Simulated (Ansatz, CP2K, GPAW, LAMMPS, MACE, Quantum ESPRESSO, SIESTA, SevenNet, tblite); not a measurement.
## Liquid (Cs,Li)Cl at 1400 K (68 atoms): runs against a plane-wave reference

Density of this cell: 2.29 g/cm³. The cell holds 68 atoms: 22 Cs, 12 Li and 34 Cl. Its edges and angles: a = 14.507 Å, b = 14.507 Å, c = 14.507 Å, α = 90.0°, β = 90.0°, γ = 90.0°. 68 atoms (22 Cs, 12 Li, 34 Cl) placed at random at 2.29 g/cm³, melted at 1800 K for 10 ps at fixed volume with the Lennard-Jones and Coulomb ion parameters for SPC/E (Joung and Cheatham, J. Phys. Chem. B 112, 9020 (2008)), full charges. Snapshot at the end of a hold of 20 ps at 1400 K and fixed volume.

Geometry: as built.

The reference, a calculation:

- method: Kohn-Sham DFT, PBE, SSSP efficiency 1.3.0 pseudopotentials, plane waves (Quantum ESPRESSO 7.5); sssp-pbe-1.3.0-efficiency, cutoffs 45/360 Ry, Γ point
- r.m.s. force component: 0.5272 eV/Å
- longest force: 1.91 eV/Å
- pressure: 1.048 GPa
- gap (highest filled to lowest empty level): 2.948 eV
- time: 3.9 min on 4 MPI ranks of Arm Neoverse V2, shared host
- CPU time: 16 min

Runs, in no order:
A. SIESTA PBE, SZ, shift 0.02 Ry, mesh 300 Ry: Kohn-Sham DFT, PBE, PseudoDojo 0.4.1 norm-conserving pseudopotentials (converted to PSML), numerical atomic orbitals (SZ), diagonalisation
B. MACE MPA-0 medium potential: machine-learned interatomic potential MACE MPA-0 medium, trained on PBE(+U) plane-wave data
C. GPAW PBE, LCAO dzp, h 0.2 Å, other mixer settings: Kohn-Sham DFT, PBE, PAW, atomic orbitals (dzp)
D. tblite GFN1-xTB: GFN1-xTB tight binding, diagonalisation
E. SIESTA PBE, SZP, shift 0.01 Ry, mesh 300 Ry: Kohn-Sham DFT, PBE, PseudoDojo 0.4.1 norm-conserving pseudopotentials (converted to PSML), numerical atomic orbitals (SZP), diagonalisation

Q: Order them from the smallest to the largest r.m.s. force difference.

C, B, A, E, D.

```
                                                 run  Δ force, r.m.s. (meV/Å)  share of r.m.s. force (%)  CPU time
C. GPAW PBE, LCAO dzp, h 0.2 Å, other mixer settings                     66.4                       12.6   8.7 min
                      B. MACE MPA-0 medium potential                     95.5                       18.1     6.1 s
       A. SIESTA PBE, SZ, shift 0.02 Ry, mesh 300 Ry                      174                       33.1      90 s
      E. SIESTA PBE, SZP, shift 0.01 Ry, mesh 300 Ry                      245                       46.5   2.3 min
                                  D. tblite GFN1-xTB                      349                       66.2     2.4 s
```

Periodic xTB results under one method name differ between programs and library versions. The network of bonds at the start is that of the classical potential that made the cell, and needn't be the one that DFT or experiment would give. The electronic-structure runs sample only Γ, in a cell whose shortest periodic width is 15 Å.

[Logs are printed without paths, hosts, clocks, repeated set-up lines and the standing remarks that a program may print on its own settings, such as how far it seeks lower states.]

[Hosts, paths, dates, database ids (printed as entryN), source tags and the programs' standing remarks are cut or masked in the printed files.]
